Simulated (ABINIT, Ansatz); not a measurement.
# Ga2O3 (C2/m): changed settings of a GW run in ABINIT

Aim: change inputs of a GW run on Ga2O3 (C2/m) and see what moves.

Method: PBE and many-body steps on it, plane waves, in ABINIT 10.8.3.

## (1) Starting point

Symmetry: C2/m, No. 12, monoclinic system. The conventional cell has a = 12.214 Å, b = 3.037 Å, c = 5.798 Å, α = 90.00°, β = 103.83°, γ = 90.00°. Nearest to Ga lie 4 O at 1.83 to 1.86 Å. Nearest to Ga lie 6 O at 1.94 to 2.07 Å. Nearest to O lie 3 Ga at 1.83 to 1.94 Å. Nearest to O lie 4 Ga at 1.86 to 2.07 Å. O has 3 Ga at 1.83 to 1.94 Å nearest. Farther neighbours and most contacts between anions are not listed.

As a file:

```cif
data_structure
_symmetry_space_group_name_H-M 'C2/m'
_symmetry_Int_Tables_number 12
_cell_length_a 12.2140
_cell_length_b 3.0371
_cell_length_c 5.7981
_cell_angle_alpha 90.000
_cell_angle_beta 103.830
_cell_angle_gamma 90.000
_cell_volume 208.85
loop_
_atom_site_label
_atom_site_type_symbol
_atom_site_symmetry_multiplicity
_atom_site_Wyckoff_symbol
_atom_site_fract_x
_atom_site_fract_y
_atom_site_fract_z
_atom_site_occupancy
Ga1 Ga 4 i 0.09050 0.00000 0.79460 1
Ga2 Ga 4 i 0.15866 0.50000 0.31402 1
O1 O 4 i 0.16450 0.00000 0.10980 1
O2 O 4 i 0.17330 0.00000 0.56320 1
O3 O 4 i 0.49590 0.00000 0.25660 1
```

The cell and positions come from the Crystallography Open Database and are kept as given unless a step says otherwise.

## (2) Screening, 4×4×2 mesh, 156 bands, screening to 114.3 eV

This step: ABINIT 10.8.3; RPA screening on PBE, plane waves, norm-conserving pseudopotentials.

The RPA dielectric matrix is built and inverted for each q.

Input file run.abi:

```
acell 3*1.0 Angstrom
rprim 
  6.107000000000 -1.518550000000 0.000000000000
  6.107000000000 1.518550000000 0.000000000000
  -1.385988895900 0.000000000000 5.630008738000
ntypat 2
znucl 31 8
natom 10
typat 1 1 1 1 2 2 2 2 2 2
xred 
  0.090500000000 0.090500000000 0.794600000000
  0.909500000000 0.909500000000 0.205400000000
  0.658660000000 0.658660000000 0.314020000000
  0.341340000000 0.341340000000 0.685980000000
  0.164500000000 0.164500000000 0.109800000000
  0.835500000000 0.835500000000 0.890200000000
  0.173300000000 0.173300000000 0.563200000000
  0.826700000000 0.826700000000 0.436800000000
  0.495900000000 0.495900000000 0.256600000000
  0.504100000000 0.504100000000 0.743400000000
pp_dirpath "pseudos"
pseudos "Ga.upf, O.upf"
ecut 45
ngkpt 4 4 2
nshiftk 1
shiftk 0 0 0
kptopt 1
chksymbreak 0
istwfk *1
occopt 1
irdwfk 1
optdriver 3
nband 156
ecuteps 4.2
inclvkb 2
awtr 1
symchi 1
indata_prefix "in"
outdata_prefix "out"
tmpdata_prefix "tmp"
```

Command:

```
$ OMP_NUM_THREADS=1 mpirun -n 16 abinit run.abi > log
```

Log:

```text
.Version 10.8.3 of ABINIT. v10.8.2 released Aug 2026.

 Symmetries : space group C2/m (# 12); Bravais mC (1-face-center monocl.)
[... echo of the input left out ...]
== DATASET  1 ==================================================================
-   mpi_nproc: 16, omp_nthreads: 1 (-1 if OMP is not activated)

--- !DatasetInfo
iteration_state: {dtset: 1, }
dimensions: {natom: 10, nkpt: 14, mband: 156, nsppol: 1, nspinor: 1, nspden: 1, mpw: 10196, }
cutoff_energies: {ecut:  45.0, pawecutdg:  -1.0, }
electrons: {nelect:   1.20000000E+02, charge:   0.00000000E+00, occopt:   1.00000000E+00, tsmear:   1.00000000E-02, }

 SCREENING: Calculation of the susceptibility and dielectric matrices

 Based on a program developped by R.W. Godby, V. Olevano, G. Onida, and L. Reining.
 Incorporated in ABINIT by V. Olevano, G.-M. Rignanese, and M. Torrent.
.Using double precision arithmetic ; gwpc =  8

[... cell and pseudopotentials left out ...]
--------------------------------------------------------------------------------

 ==== K-mesh for the wavefunctions ====
 Number of points in the irreducible wedge :    14
[... list of points left out ...]
 Together with  4 symmetry operations and time-reversal symmetry
 yields    32 points in the full Brillouin Zone.

 ==== Q-mesh for the screening function ====
 Number of points in the irreducible wedge :    14
[... list of points left out ...]
 Together with  4 symmetry operations and time-reversal symmetry
 yields    32 points in the full Brillouin Zone.

 setmesh: FFT mesh size selected  =    45x   45x   45
          total number of points  =        91125

 vcoul_init : cutoff-mode = AUXILIARY_FUNCTION
 q-points for optical limit:   1
     1)      0.000010    0.000020    0.000030

- screening: taking advantage of time-reversal symmetry
- Maximum band index for partially occupied states nbvw = 60
- Remaining bands to be divided among processors   nbcw = 96
- Number of bands treated by each node ~6

 Number of electrons calculated from density =  120.0000; Expected =  120.0000
 average of density, n =  0.170290
 r_s =    1.1192
 omega_plasma =   39.8061 [eV]

 calculating chi0 at frequencies [eV] :
  1    0.000000E+00    0.000000E+00
  2    0.000000E+00    3.980612E+01

--------------------------------------------------------------------------------
  q-point number  1        q = ( 0.000000, 0.000000, 0.000000) [r.l.u.]
--------------------------------------------------------------------------------
[... chi0 elements left out ...]
 For q-point:  0.000010 0.000020 0.000030
  dielectric constant =   4.1141
  dielectric constant without local fields =   4.3236

  Average fulfillment of the sum rule on Im[epsilon] for q-point    1 :     29.37  [%]
[... wings left out ...]
  q-point number  2        q = ( 0.250000, 0.000000, 0.000000) [r.l.u.]
--------------------------------------------------------------------------------
[... chi0 elements left out ...]
  Average fulfillment of the sum rule on Im[epsilon] for q-point    2 :     32.23  [%]

 [... 12 further q-points ...]
```

Run time: 12 min. Hardware: 16 MPI ranks of Arm Neoverse N1, shared host; peak memory 26 GiB; 3.3 h of CPU time.

This step gave:

```yaml
eps_infinity_with_local_fields_on_this_mesh_along_the_program_s_q_direction: 4.114
the_same_without_local_fields: 4.324
plasma_frequency: 39.81 eV
plane_waves_in_the_screening_matrix: 295
```

Local fields lower ε∞ by 5 %. On a Γ-centred mesh this coarse the value itself is usually too large, while a short band sum pulls it down.

## (3) Base

The self-energy is evaluated for the states that the input lists, and the levels follow from it, in one-shot runs by the linearised quasiparticle equation.

This step: G0W0 on PBE, plane waves, norm-conserving pseudopotentials.

Edit run.abi of step 2 so:

```diff
@@ -31,8 +31,17 @@
 irdwfk 1
-optdriver 3
+optdriver 4
 nband 156
+gwcalctyp 0
+ecutsigx 45
+symsigma 1
+nkptgw 2
+kptgw 
+  0.5000000000 0.5000000000 0.5000000000
+  0.0000000000 0.0000000000 0.0000000000
+bdgw 
+  59 62
+  59 62
 ecuteps 4.2
-inclvkb 2
-awtr 1
-symchi 1
+irdscr 1
+ppmodel 1
 indata_prefix "in"
```

Log:

```text
.Version 10.8.3 of ABINIT. v10.8.2 released Aug 2026.

 Symmetries : space group C2/m (# 12); Bravais mC (1-face-center monocl.)
[... echo of the input left out ...]
== DATASET  1 ==================================================================
-   mpi_nproc: 16, omp_nthreads: 1 (-1 if OMP is not activated)

--- !DatasetInfo
iteration_state: {dtset: 1, }
dimensions: {natom: 10, nkpt: 14, mband: 156, nsppol: 1, nspinor: 1, nspden: 1, mpw: 10196, }
cutoff_energies: {ecut:  45.0, pawecutdg:  -1.0, }
electrons: {nelect:   1.20000000E+02, charge:   0.00000000E+00, occopt:   1.00000000E+00, tsmear:   1.00000000E-02, }

 SIGMA: Calculation of the GW corrections

 Based on a program developped by R.W. Godby, V. Olevano, G. Onida, and L. Reining.
 Incorporated in ABINIT by V. Olevano, G.-M. Rignanese, and M. Torrent.
.Using double precision arithmetic ; gwpc =  8

[... cell and pseudopotentials left out ...]
--------------------------------------------------------------------------------

 ==== K-mesh for the wavefunctions ====
 Number of points in the irreducible wedge :    14
[... list of points left out ...]
 Together with  4 symmetry operations and time-reversal symmetry
 yields    32 points in the full Brillouin Zone.

 ==== Q-mesh for screening function ====
 Number of points in the irreducible wedge :    14
[... list of points left out ...]
 Together with  4 symmetry operations and time-reversal symmetry
 yields    32 points in the full Brillouin Zone.

 vcoul_init : cutoff-mode = AUXILIARY_FUNCTION
 q-points for optical limit:   1
     1)      0.000010    0.000020    0.000030
 setmesh: FFT mesh size selected  =    72x   72x   72
          total number of points  =       373248

 Number of electrons calculated from density =  120.0000; Expected =  120.0000
 average of density, n =  0.170290
 r_s =    1.1192
 omega_plasma =   39.8061 [eV]

 === KS Band Gaps ===
  >>>> For spin  1
   Minimum direct gap =   2.4801 [eV], located at k-point      :   0.0000  0.0000  0.0000
   Fundamental gap    =   2.4620 [eV], Top of valence bands at :   0.5000  0.5000  0.5000
                                       Bottom of conduction at :   0.0000  0.0000  0.0000
 SIGMA fundamental parameters:
 PLASMON POLE MODEL  1
 number of plane-waves for SigmaX                10161
 number of plane-waves for SigmaC and W            295
 number of plane-waves for wavefunctions         10161
 number of bands                                   156
 number of independent spin polarizations            1
 number of spinorial components                      1
 number of k-points in IBZ                          14
 number of q-points in IBZ                          14
 number of symmetry operations                       4
 number of k-points in BZ                           32
 number of q-points in BZ                           32
 number of frequencies for dSigma/dE                 9
 frequency step for dSigma/dE [eV]                0.25
 number of omega for Sigma on real axis              0
 max omega for Sigma on real axis  [eV]           0.00
 zcut for avoiding poles [eV]                     0.10

 EPSILON^-1 parameters (SCR file):
 dimension of the eps^-1 matrix on file            295
 dimension of the eps^-1 matrix used               295
 number of plane-waves for wavefunctions         10161
 number of bands                                   156
 number of q-points in IBZ                          14
 number of frequencies                               2
 number of real frequencies                          1
 number of imag frequencies                          1

 matrix elements of self-energy operator (all in [eV])

 Perturbative Calculation

--- !SelfEnergy_ee
iteration_state: {dtset: 1, }
kpoint     : [   0.500,    0.500,    0.500, ]
spin       : 1
KS_gap     :    5.235
QP_gap     :    7.339
Delta_QP_KS:    2.104
data: !SigmaeeData |
     Band     E0 <VxcDFT>   SigX SigC(E0)      Z dSigC/dE  Sig(E)    E-E0       E
       59   4.568 -20.571 -26.474   5.117   0.796  -0.257 -21.197  -0.625   3.943
       60   5.156 -20.427 -26.459   5.280   0.793  -0.261 -21.023  -0.596   4.559
       61  10.390 -16.867 -11.909  -3.150   0.834  -0.199 -15.360   1.507  11.898
       62  10.522 -16.255 -11.224  -3.256   0.833  -0.201 -14.777   1.478  12.000

--- !SelfEnergy_ee
iteration_state: {dtset: 1, }
kpoint     : [   0.000,    0.000,    0.000, ]
spin       : 1
KS_gap     :    2.480
QP_gap     :    4.056
Delta_QP_KS:    1.576
data: !SigmaeeData |
     Band     E0 <VxcDFT>   SigX SigC(E0)      Z dSigC/dE  Sig(E)    E-E0       E
       59   4.876 -20.620 -26.337   5.003   0.795  -0.257 -21.188  -0.568   4.308
       60   5.138 -20.974 -26.969   5.255   0.795  -0.258 -21.562  -0.588   4.549
       61   7.618 -15.106 -10.903  -3.034   0.844  -0.184 -14.119   0.988   8.605
       62  10.904 -15.896 -10.510  -3.520   0.837  -0.195 -14.336   1.560  12.465

== END DATASET(S) ==============================================================
================================================================================

 -outvars: echo values of variables after computation  --------
           etotal      0.0000000000E+00
            nband         156
             nkpt          14
          spgroup          12
 [... the other variables as echoed above ...]

 Calculation completed.
```

Wall time 23 s (16 MPI ranks); peak memory 9.8 GiB; 6.2 min of CPU time.

This step gave:

```yaml
g0w0_gap_on_the_points_computed: 4.046 eV
starting_gap_on_the_mesh: 2.462 eV
k_of_the_valence_top: 0.5, 0.5, 0.5
k_of_the_conduction_bottom: 0, 0, 0
z_at_the_valence_top: 0.793
z_at_the_conduction_bottom: 0.844
least_direct_g0w0_gap_on_the_computed_points: 4.056 eV
```

The gap on the mesh goes from 2.46 eV to 4.05 eV, a correction of +1.58 eV.

## (4) Point off the mesh

Edit run.abi of step 3 so:

```diff
@@ -36,9 +36,7 @@
 symsigma 1
-nkptgw 2
+nkptgw 1
 kptgw 
-  0.5000000000 0.5000000000 0.5000000000
-  0.0000000000 0.0000000000 0.0000000000
+  0.137 0.291 0
 bdgw 
-  59 62
-  59 62
+  60 61
 ecuteps 4.2
```

Log:

```text
.Version 10.8.3 of ABINIT. v10.8.2 released Aug 2026.

 Symmetries : space group C2/m (# 12); Bravais mC (1-face-center monocl.)
================================================================================
 Values of the parameters that define the memory need of the present run
     intxc =       0    ionmov =       0      iscf =       7    lmnmax =       6
     lnmax =       6     mgfft =      72  mpssoang =       3    mqgrid =    3213
     natom =      10  nloc_mem =       1    nspden =       1   nspinor =       1
    nsppol =       1      nsym =       4    n1xccc =    2501    ntypat =       2
    occopt =       1   xclevel =       2
-    mband =         156        mffmem =           1         mkmem =           1
       mpw =       10196          nfft =      373248          nkpt =          14
================================================================================
  Rough estimation (10% accuracy) of disk space for files :
================================================================================

--------------------------------------------------------------------------------
------------- Echo of variables that govern the present computation ------------
--------------------------------------------------------------------------------
 -outvars: echo values of preprocessed input variables --------
            acell      1.8897261259E+00  1.8897261259E+00  1.8897261259E+00 Bohr

             bdgw          60      61
      chksymbreak           0
             ecut      4.50000000E+01 Hartree
          ecuteps      4.20000000E+00 Hartree
         ecutsigx      4.50000000E+01 Hartree
          ecutwfn      4.50000000E+01 Hartree
-          fftalg         312
           irdscr           1
           irdwfk           1

              ixc     -101130
[...]
- Ga Generated using ONCVPSP code by D. R. Hamann
- 31.00000  21.00000  171031                  znucl, zion, pspdat
12 -101130 2 -1 1902                          pspcod,pspxc,lmax,lloc,mmax
     nproj     2     2     2
  pspatm : epsatm=   21.85474337
         --- l  ekb(1:nproj) -->
[...]
pspatm: atomic psp has been read  and splines computed

- O Generated using ONCVPSP code by D. R. Hamann
-  8.00000   6.00000  171031                  znucl, zion, pspdat
12 -101130 2 -1 936                           pspcod,pspxc,lmax,lloc,mmax
     nproj     2     2     1
  pspatm : epsatm=    6.17005460
         --- l  ekb(1:nproj) -->
             0    7.236699    0.997689
             1   -5.226880   -1.288032
             2   -1.331955
 pspatm: atomic psp has been read  and splines computed

   1.49327161E+04                                ecore*ucvol(ha*bohr**3)
--------------------------------------------------------------------------------

 ==== K-mesh for the wavefunctions ====
 Number of points in the irreducible wedge :    14
 Reduced coordinates and weights :

     1)     0.00000000E+00  0.00000000E+00  0.00000000E+00       0.03125
     2)     2.50000000E-01  0.00000000E+00  0.00000000E+00       0.12500
     3)     5.00000000E-01  0.00000000E+00  0.00000000E+00       0.06250
[...]
13)    -2.50000000E-01  2.50000000E-01  5.00000000E-01       0.06250
    14)     5.00000000E-01  5.00000000E-01  5.00000000E-01       0.03125

 Together with  4 symmetry operations and time-reversal symmetry
 yields    32 points in the full Brillouin Zone.

--- !ERROR
message: |
    k-point [ 1.3700E-01,  2.9100E-01,  0.0000E+00]  not in the list of k points treated in the preparatory SCF run.
     Change kptgw, or shiftk of previous run.

--- !ERROR
message: |
    k-point [ 1.3700E-01,  2.9100E-01,  0.0000E+00]  not in the list of k points treated in the preparatory SCF run.
     Change kptgw, or shiftk of previous run.

--- from the log ---
k-point [ 1.3700E-01,  2.9100E-01,  0.0000E+00]  not in the list of k points treated in the preparatory SCF run.
     Change kptgw, or shiftk of previous run.
```

Wall time 3.6 s (16 MPI ranks); peak memory 0.69 GiB; 48 s of CPU time.

The run stopped with an error after 3.6 s.

The program's words: k-point [ 1.3700E-01,  2.9100E-01,  0.0000E+00]  not in the list of k points treated in the preparatory SCF run. Change kptgw, or shiftk of previous run.

The fault put into this input: point off the mesh.

## (5) Side by side

Times are wall times on 16 MPI ranks of Arm Neoverse N1, shared host, good to a factor of about two. A run's time includes the screening step that it read.

| run | mesh | bands | screening cutoff (eV) | DFT gap (eV) | gap on the mesh (eV) | direct (eV) | ε∞ used | time |
| --- | --- | --- | --- | --- | --- | --- | --- | --- |
| base | 4×4×2 | 156 | 114.3 | 2.462 | 4.046 | 4.056 | 4.11 | 13 min |

## (6) What came out

| Quantity | Value |
| --- | --- |
| base | 4.046 eV |
| known limits | not at the basis limit; no spin-orbit coupling; coarse k mesh |

Bands and cutoff are finite, so the gap is not at the basis limit. The miss can reach some tenths of an eV and take either sign; the mesh is an error of its own. In the G0W0 run levels were corrected at 2 k points alone, so a gap called «on the mesh» is the least over those, and an edge elsewhere would be missed. The 4×4×2 mesh is coarse for this cell, which bears on the long-range parts of exchange and screening. The many-body steps are scalar-relativistic: spin-orbit coupling is not in them.

[Paths, hosts, dates, memory and timing lines, banners, echoed tables and standing remarks are left out of the program output.]

[Logs are printed without paths, hosts, clocks, repeated set-up lines and the standing remarks that a program may print on its own settings, such as how far it seeks lower states.]

[Runs of the session that timed out or met a known fault of the program may be left out.]

[No measured gap is set beside runs whose start may be inverted or whose files or cutoffs have a known fault.]

[Hosts, paths, dates, database ids (printed as entryN), source tags and the programs' standing remarks are cut or masked in the printed files.]

[G0W0 gaps are taken among the corrected bands and points alone; a level outside them can change the order at an edge.]

[Where Ansatz stands beside ABINIT at settings called matched, ABINIT's density can come from a denser mesh and the files from another edition; pairs whose starting gaps differed by over 0.03 eV were left out, so agreement reads better than it is.]
